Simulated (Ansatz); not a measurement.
# ZrPbSO2 (built on the sites of a database entry of ZrPbO3): following an unstable mode, part 2 of 3

Aim: this structure of ZrPbSO2 (built on the sites of a database entry of ZrPbO3) is to be tested for unstable modes, and one is followed downhill.

Ansatz 0.2.0; DFT PBEsol, scalar-relativistic, plane waves, norm-conserving pseudopotentials.

So far. Step 4 (The mode frozen in, largest atomic shift 0.32 Å): The run ends at a pressure of -2.50 GPa, with forces up to 0.046 eV/Å. Step 5 (Energy along the mode, all amplitudes (two of the runs …): The lowest of the steps tried is at 0.32 Å, 17.6 meV/atom below the parent; the bottom of the well need not coincide with a step.

The structure was built from a prototype and need not be the compound's stable phase.

## (6) Relaxing from the distorted cell

Starting from the lowest point found, all atoms and the cell are let go, so that strain and other modes of the same symmetry can join in.

File input.yaml:

```yaml
crystal:
  lattice:
    - [4.1087549772, 0.0, 0.0]
    - [0.0, 5.1755016179, 0.0]
    - [0.0, 0.0, 4.1087549772]
  atoms:
    - { symbol: Zr, position: [0.0, 0.0, 0.0] }
    - { symbol: Pb, position: [0.5, 0.5, 0.5] }
    - { symbol: O, position: [0.5, 0.0618297556, 0.0] }
    - { symbol: O, position: [0.0, -0.0618297556, 0.5] }
    - { symbol: S, position: [0.0, 0.5, 0.0] }
kpoints:
  mp_grid: { grid: [8, 6, 8] }
hamiltonian:
  xc: pbesol
  pseudopotentials: { kind: nc }
scf:
  occupations: { method: fixed }
output:
  forces: true
  stress: true
  eigenvalues: true
relax:
  adjacent_minimum: "off"
  f_tol: 0.002
  max_steps: 120
  cell: { stress_tol: 0.03 }
```

Started as:

```sh
$ ansatz run input.yaml --threads 8 --pin off --max-ram 14336MiB --backend cpu --events-out ev --progress --plain --runs-dir out
```

Numbers of over 12 decimals in the logs are rounded to 6 here.

Log:

```text
[...]
Crystal: 5 atoms, lattice volume = 87.372 Å³
Basis set: ecut = 1142.878222 eV, 7697 PW (Γ), exchange–correlation on 96×120×96 points (8 copies of the dense FFT grid, shifted against one another)
Bands: 27, of which v1, the nominal top of the filled ones, is band 22 counted from 1 (21 counted from 0)
Symmetry: 8 space group operations
[...]
k-points: 60 of 384 (time reversal used)
[...]
SCF iter   1: F=—  HF=-4479.208539 eV  |F-HF|=—  |Δ(HF+E_count)|=         —  Δρ=4.57e-2  dr2=3.36e0  ethr=3.10e-3  ⟨swp⟩=5.1  Hψ=6666  notcnv=0  defer=144
[...]
SCF iter   9: F=-4477.971747 eV  HF=-4477.971747 eV  |F-HF|=6.08e-9  |Δ(HF+E_count)|=   8.48e-8  Δρ=4.32e-6  dr2=2.05e-8  ethr=2.27e-10  ⟨swp⟩=13.3  Hψ=10716  notcnv=0
SCF 1 converged in 9 iterations: F = -4477.971747 eV  dr2 = 2.05e-8
relax step   1: F+E_penalty+E_count = -4477.97174654 eV  Δ(F+E_penalty+E_count) = +0.000e0 eV  max|allowed force component| = 4.556e-2 eV/Å  Δτ_max = 0.0000 Å  P = -2.497 GPa  Ω = 87.372 Å³  (9 SCF iters, dr2 threshold 1.00e-7 eV, accepted)
Crystal: 5 atoms, lattice volume = 85.548 Å³
Basis set: ecut = 1142.878222 eV, 7493 PW (Γ), exchange–correlation on 96×120×96 points (8 copies of the dense FFT grid, shifted against one another)
[...]
iter 1 solved again at ethr=3.06e-5 eV; its pass at ethr=3.10e-3 eV (dr2=1.35e-2 eV) is discarded
[...]
SCF iter   6: F=-4478.014283 eV  HF=-4478.014283 eV  |F-HF|=1.82e-8  |Δ(HF+E_count)|=   2.26e-7  Δρ=9.56e-6  dr2=1.05e-7  ethr=1.14e-9  ⟨swp⟩=12.5  Hψ=11544  notcnv=0
SCF 2 converged in 6 iterations: F = -4478.014283 eV  dr2 = 1.05e-7
relax step   2: F+E_penalty+E_count = -4478.01428257 eV  Δ(F+E_penalty+E_count) = -4.254e-2 eV  max|allowed force component| = 1.054e-1 eV/Å  Δτ_max = 0.0190 Å  P = +0.909 GPa  Ω = 85.548 Å³  energy of the carried Pulay correction = +2.347e-4 eV  (6 SCF iters, dr2 threshold 5.00e-7 eV, accepted)
Crystal: 5 atoms, lattice volume = 86.533 Å³
Basis set: ecut = 1142.878222 eV, 7613 PW (Γ), exchange–correlation on 96×120×96 points (8 copies of the dense FFT grid, shifted against one another)
[...]
SCF iter   6: F=-4478.019214 eV  HF=-4478.019214 eV  |F-HF|=9.30e-9  |Δ(HF+E_count)|=   1.83e-7  Δρ=5.27e-6  dr2=1.73e-8  ethr=1.14e-9  ⟨swp⟩=12.1  Hψ=11548  notcnv=0
SCF 3 converged in 6 iterations: F = -4478.019214 eV  dr2 = 1.73e-8
relax step   3: F+E_penalty+E_count = -4478.01921355 eV  Δ(F+E_penalty+E_count) = -4.931e-3 eV  max|allowed force component| = 3.817e-2 eV/Å  Δτ_max = 0.0242 Å  P = -0.400 GPa  Ω = 86.533 Å³  energy of the carried Pulay correction = +1.073e-4 eV  (6 SCF iters, dr2 threshold 5.00e-7 eV, accepted)
[...]
relax step   4: F+E_penalty+E_count = -4478.02018490 eV  Δ(F+E_penalty+E_count) = -9.713e-4 eV  max|allowed force component| = 3.068e-2 eV/Å  Δτ_max = 0.0204 Å  P = +0.028 GPa  Ω = 85.977 Å³  energy of the carried Pulay correction = +1.790e-4 eV  (5 SCF iters, dr2 threshold 5.00e-7 eV, accepted)
[...]
relax step   5: F+E_penalty+E_count = -4478.02044211 eV  Δ(F+E_penalty+E_count) = -2.572e-4 eV  max|allowed force component| = 1.254e-3 eV/Å  Δτ_max = 0.0089 Å  P = +0.006 GPa  Ω = 86.078 Å³  energy of the carried Pulay correction = +1.659e-4 eV  (6 SCF iters, dr2 threshold 5.88e-8 eV, accepted)
Basis set: ecut = 1142.878222 eV, 7581 PW (Γ), exchange–correlation on 90×120×90 points (8 copies of the dense FFT grid, shifted against one another)
[...]
SCF iter   6: F=-4478.020412 eV  HF=-4478.020412 eV  |F-HF|=5.46e-12  |Δ(HF+E_count)|=  2.09e-11  Δρ=1.65e-7  dr2=8.09e-12  ethr=1.00e-12  ⟨swp⟩=14.1  Hψ=12284  notcnv=0
SCF 6 converged in 6 iterations: F = -4478.020412 eV  dr2 = 8.09e-12
relax step   6: F+E_penalty+E_count = -4478.02041215 eV  Δ(F+E_penalty+E_count) = +2.996e-5 eV  max|allowed force component| = 1.267e-3 eV/Å  Δτ_max = 0.0000 Å  P = +0.004 GPa  Ω = 86.078 Å³  stress off target by 1.46e-2 GPa  SCF on the basis re-selected at this cell (its energy is not comparable with the rows above)  (6 SCF iters)
basis re-selected at this cell: Δ(F+E_penalty+E_count) = +2.996e-5 eV, ΔP = -0.002 GPa vs the last step (what re-selecting the basis moved, of the pressure what is left beyond the Pulay correction that the steps carried, after the strain that the cell walked since its last selection, with what the two solves' SCF thresholds leave and, on support functions, any second-order correction that the steps lacked; it is no measure of the basis error at this ecutwfc). The dense FFT grid was sized anew with the basis: this SCF ran on 45×60×45 points, the steps before it on 48×60×48, so part of this shift can come from that change (see relax.cell in the input reference). [rest of the remark cut]
SCF converged after 6 iterations
Free energy (F): -4478.020412 eV
[...]
Internal energy: -4478.020412 eV  (E = F + TS)
E sigma→0 (E₀):  -4478.020412 eV
Fermi energy:    9.811348 eV
[...]
--- Forces (eV/Å), atoms counted from 1 ---
  atom   1  Zr     0.00000000     0.00000000    -0.00000000
  atom   2  Pb    -0.00000000    -0.00000000     0.00000000
  atom   3  O     -0.00000000     0.00126727    -0.00000000
  atom   4  O     -0.00000000    -0.00126727     0.00000000
  atom   5  S      0.00000000     0.00000000    -0.00000000
  max |Σ_I F_I| component: 2.50e-16 eV/Å
--- Stress (GPa, compression-positive) ---
       -0.001031       0.000000      -0.000000
        0.000000       0.014580       0.000000
       -0.000000       0.000000      -0.001031
  P = ⅓ Tr σ = 0.0042 GPa (0.042 kbar)
--- Band table (eV; the first three rows and the last of 60) ---
  k-point 0: bands = [... 18 lower, 7.4415, 7.9455, 7.9455, 8.6169, 12.4635, 12.8578, 12.8578, 12.8694, ... 1 higher]
  k-point 1: bands = [... 18 lower, 7.7387, 7.8699, 7.9168, 8.6804, 12.3707, 12.5245, 12.9410, 13.0708, ... 1 higher]
  k-point 2: bands = [... 18 lower, 7.8819, 7.9270, 8.1635, 8.6083, 12.1342, 12.6023, 12.8508, 13.3030, ... 1 higher]
  k-point 59: bands = [... 18 lower, 5.9795, 7.9882, 7.9882, 8.8914, 13.2257, 13.4515, 13.4515, 15.7542, ... 1 higher]
--- Relaxed structure (5 steps of the walk, 5 accepted, 1 SCFs on fresh bases) ---
  F+E_penalty+E_count = -4478.02041215 eV   max|allowed force component| = 1.267e-3 eV/Å   (the final SCF, on the basis selected at the relaxed cell)
  cell:  # Å, volume = 86.0785 Å³
    - [4.036123, 0, 0]
    - [0, 5.284035, 0.0]
    - [0, 0.0, 4.036123]
  atoms:
    - { symbol: Zr, position: [0, 2.681438212639469e-19, 0] }
    - { symbol: Pb, position: [0.5, 0.5, 0.5] }
    - { symbol: O, position: [0.5, 0.072379, 0.0] }
    - { symbol: O, position: [0, -0.072379, 0.5] }
    - { symbol: S, position: [0, 0.5, 0] }
```

Run time: 46 s. Hardware: 8 threads of Intel Xeon Platinum 8259CL at 2.50GHz (Skylake/Cascade Lake), shared host; peak memory 1.1 GiB.

The steps of the relaxation:

| step | energy less that of the first step (eV) | largest force component (eV/Å) | pressure (GPa) | volume (Å³) |
| --- | --- | --- | --- | --- |
| 1 | 0.0000 | 0.0456 | -2.50 | 87.37 |
| 2 | -0.0425 | 0.1054 | 0.91 | 85.55 |
| 3 | -0.0475 | 0.0382 | -0.40 | 86.53 |
| 4 | -0.0484 | 0.0307 | 0.03 | 85.98 |
| 5 | -0.0487 | 0.0013 | 0.01 | 86.08 |
| 6* | -0.0487 | 0.0013 | 0.00 | 86.08 |

Relaxation steps marked * repeat the geometry before them on a plane-wave basis chosen anew for their cell, so energy and pressure can jump there.

Forces are held to the 8 operations that the run works with; a distortion that breaks them can't arise in this run.

| cell as run | before | after | change |
| --- | --- | --- | --- |
| a (Å) | 4.109 | 4.036 | -1.8 % |
| b (Å) | 5.176 | 5.284 | +2.1 % |
| c (Å) | 4.109 | 4.036 | -1.8 % |
| volume (Å³/atom) | 17.47 | 17.22 | -1.5 % |

The atoms that moved most (Å, as changes of fractional coordinates times the final cell):

| atom | dx | dy | dz | length |
| --- | --- | --- | --- | --- |
| O4 | 0.000 | -0.056 | 0.000 | 0.056 |
| O3 | 0.000 | 0.056 | 0.000 | 0.056 |

Final coordinates:

```cif
data_structure
_symmetry_space_group_name_H-M 'P 1'
_symmetry_Int_Tables_number 1
_cell_length_a 4.0361
_cell_length_b 5.2840
_cell_length_c 4.0361
_cell_angle_alpha 90.000
_cell_angle_beta 90.000
_cell_angle_gamma 90.000
_cell_volume 86.08
loop_
_atom_site_label
_atom_site_type_symbol
_atom_site_fract_x
_atom_site_fract_y
_atom_site_fract_z
_atom_site_occupancy
Zr1 Zr 0.00000 0.00000 0.00000 1
Pb2 Pb 0.50000 0.50000 0.50000 1
O3 O 0.50000 0.07238 0.00000 1
O4 O 0.00000 0.92762 0.50000 1
S5 S 0.00000 0.50000 0.00000 1
```

This step gave:

```yaml
pressure: 0.004173 GPa
gap_on_the_k_mesh: 1.311 eV
volume_per_atom: 17.22 Å³
```

The distorted start has space group P-4m2; the relaxation ends in P-4m2.

## (7) The new phase in its own primitive cell

The relaxed structure is symmetrised, reduced to its primitive cell and relaxed tightly, as its phonons need.

input.yaml, the sections that differ from step 6:

```yaml
crystal:
  lattice:
    - [4.0361229158, 0.0, 0.0]
    - [0.0, 4.0361229158, 0.0]
    - [0.0, 0.0, 5.2840354468]
  atoms:
    - { symbol: Zr, position: [0.0, 0.0, 0.0] }
    - { symbol: Pb, position: [0.5, 0.5, 0.5] }
    - { symbol: O, position: [0.0, 0.5, 0.9276207213] }
    - { symbol: O, position: [0.5, 0.0, 0.0723792787] }
    - { symbol: S, position: [0.0, 0.0, 0.5] }
kpoints:
  mp_grid: { grid: [6, 6, 4] }
relax:
  adjacent_minimum: "off"
  f_tol: 0.001
  max_steps: 60
  cell: { stress_tol: 0.01 }
# hamiltonian, scf, output: as in step 6
```

Log:

```text
[...]
Crystal: 5 atoms, lattice volume = 86.078 Å³
Basis set: ecut = 1142.878222 eV, 7581 PW (Γ), exchange–correlation on 90×90×120 points (8 copies of the dense FFT grid, shifted against one another)
Bands: 27, of which v1, the nominal top of the filled ones, is band 22 counted from 1 (21 counted from 0)
Symmetry: 8 space group operations
[...]
--- Relaxed structure (4 steps of the walk, 4 accepted, 1 SCFs on fresh bases) ---
[...]
cell:  # Å, volume = 86.1071 Å³
    - [4.035666, 0, -1.0070296713488063e-19]
    - [0, 4.035666, 0]
    - [-1.3183891051870347e-19, 0, 5.286992]
  atoms:
    - { symbol: Zr, position: [0, 0, 0] }
    - { symbol: Pb, position: [0.5, 0.5, 0.5] }
    - { symbol: O, position: [0, 0.5, 0.927360] }
    - { symbol: O, position: [0.5, 0, 0.072640] }
    - { symbol: S, position: [0, 0, 0.5] }
[key lines of the parts left out:]
SCF converged after 5 iterations
Free energy (F): -4478.014784 eV
Fermi energy:    9.811903 eV
P = ⅓ Tr σ = -0.0012 GPa (-0.012 kbar)
```

The job ended after 19 s (8 threads; peak memory 0.97 GiB).

Little changed from the start: no atom moved by 0.005 Å and no cell edge by 0.1 %.

A gap read on the k-mesh alone can miss the band edges.

This step gave:

* pressure: -0.001207 GPa
* gap on the k-mesh: 1.309 eV
* direct gap on mesh: 1.320 eV

The largest force component left is 0.15 meV/Å and the pressure is -0.001 GPa, within the tolerances set. The cell now holds 17.22 Å³/atom.

(Continued in part 3 of 3.)

[Logs are printed without paths, hosts, clocks, repeated set-up lines and the standing remarks that a program may print on its own settings, such as how far it seeks lower states.]

[Hosts, paths, dates, database ids (printed as entryN), source tags and the programs' standing remarks are cut or masked in the printed files.]
